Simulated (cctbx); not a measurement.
# Which space group?

Cell: a = 3.6610 Å, b = 3.6610 Å, c = 71.2160 Å, α = 90.00°, β = 90.00°, γ = 120.00°. Expected content of the cell: Co3 Mn9 S24 Li12.

Simulated single-crystal data (cctbx): synchrotron X-rays, λ = 0.6889 Å, to d = 0.75 Å, 95 % of the full sphere, strongest reflection 5000 counts, noise from counting, a 3 % proportional error and a noise floor of 2 counts (s.d.); no absorption.

A first pass over the reflections prints:

```text
7746 reflections to d = 0.750 A
centring   violations  <I/sigma> of those
    A        266 of  3873      1.3
    B        266 of  3877      1.3
    C        264 of  3764      1.3
    I        262 of  3872      1.3
    R          0 of  5171      0.0
    F        398 of  5757      1.3
Laue class    unique    Rint  (classes that these axes allow; Friedel mates merged)
R -3 :H           474   0.046
R -3 m :H         345   0.047
space group    extra absences  I>4sigma  <I/sigma>
R 3 2 :H                0          0         -  acentric
R 3 m :H                0          0         -  acentric
R -3 m :H               0          0         -  centric
Wilson B = 0.87 A^2   <|E^2-1|> = 1.288 (0.968 centric, 0.736 acentric)   E^2>4: 6.3 %
shell (A)         n   <I/sigma>
23.75 - 1.50     63     10.0
 1.50 - 1.19     39     12.5
 1.19 - 1.04     45     13.3
 1.04 - 0.95     42      8.0
 0.95 - 0.88     39      9.1
 0.88 - 0.83     41      8.9
 0.83 - 0.78     38      9.3
 0.78 - 0.75     38      9.7
```

Q: Read the symmetry from these tables.

The reflections that R centring forbids are absent (⟨I/σ⟩ near 0), so the lattice is R.

Rint stays low (0.046) up to R -3 m :H, the highest class in these axes.

3 settings pass the absence test. No glide or screw absences show, which leaves R 3 2, R 3 m and R -3 m.

⟨|E²−1|⟩ = 1.288 is above even the centric ideal, a mark of pseudo-translation (a class of systematically weak reflections). The Wilson B of 0.87 Å² means U ≈ 0.0110 Å².

The true group is R-3m (no. 166), Laue class -3m, centrosymmetric. The tables only narrow the choice to the tied entries; cell content, site symmetry and trial solutions must settle it.

The model was made for the exercise: a known structure type with other elements put in, its volume estimated, not relaxed; displacement parameters are assumed.

[Logs are printed without paths, hosts, clocks, repeated set-up lines and the standing remarks that a program may print on its own settings, such as how far it seeks lower states.]
